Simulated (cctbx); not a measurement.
# Lattice, Laue class and space group of a new crystal

Cell: a = 5.1900 Å, b = 5.1900 Å, c = 8.0620 Å, α = 90.00°, β = 90.00°, γ = 120.00°. Expected content of the cell: Nd1 Ge4 Mn6 Ti2.

The data are simulated with cctbx, not measured: Mo Kα, λ = 0.71073 Å, to d = 0.7 Å, 50 % of the full sphere, strongest reflection 40000 counts, noise from counting, a 2 % proportional error and a noise floor of 8 counts (s.d.); no absorption.

Tests on the unmerged data give:

```text
1183 reflections to d = 0.700 A
centring   violations  <I/sigma> of those
    A        534 of   585     21.9
    B        530 of   587     22.3
    C        532 of   586     22.7
    I        541 of   598     22.2
    R        725 of   807     22.5
    F        798 of   879     22.3
Laue class    unique    Rint  (classes that these axes allow; Friedel mates merged)
P -1              872   0.015
P 1 1 2/m         576   0.017
P -3              381   0.019
P -3 1 m          228   0.020
P -3 m 1          252   0.021
P 6/m             210   0.021
P 6/m m m         151   0.021
space group    extra absences  I>4sigma  <I/sigma>
P 6 2 2                 0          0         -  acentric
P 6 m m                 0          0         -  acentric
P -6 m 2                0          0         -  acentric
P -6 2 m                0          0         -  acentric
P 6/m m m               0          0         -  centric
Wilson B = 1.38 A^2   <|E^2-1|> = 0.776 (0.968 centric, 0.736 acentric)   E^2>4: 0.7 %
shell (A)         n   <I/sigma>
 4.49 - 1.39     27     65.7
 1.39 - 1.11     21     58.9
 1.11 - 0.97     18     63.7
 0.97 - 0.88     15     63.0
 0.88 - 0.82     20     57.9
 0.82 - 0.77     15     71.7
 0.77 - 0.73     16     31.9
 0.73 - 0.70     19     55.3
```

**Question.** What are the lattice type, the Laue class and the likely space group?

Every centring test has many violations, so the lattice is primitive.

Rint stays low (0.015 to 0.021) up to P 6/m m m, the highest class in these axes.

5 settings pass the absence test. No glide or screw absences show, which leaves P 6 2 2, P 6 m m, P -6 m 2, P -6 2 m and P 6/m m m.

⟨|E²−1|⟩ = 0.776 leans to a non-centrosymmetric structure. Here that hint misleads: the statistic assumes many like atoms on general positions, and few, heavy or special-position atoms break it. The Wilson B of 1.38 Å² means U ≈ 0.0175 Å².

The true group is P6/mmm (no. 191), Laue class 6/mmm, centrosymmetric. The tables only narrow the choice to the tied entries; cell content, site symmetry and trial solutions must settle it.

The model was made for the exercise: a known structure type with other elements put in, its volume estimated, not relaxed; displacement parameters are assumed.

[Logs are printed without paths, hosts, clocks, repeated set-up lines and the standing remarks that a program may print on its own settings, such as how far it seeks lower states.]
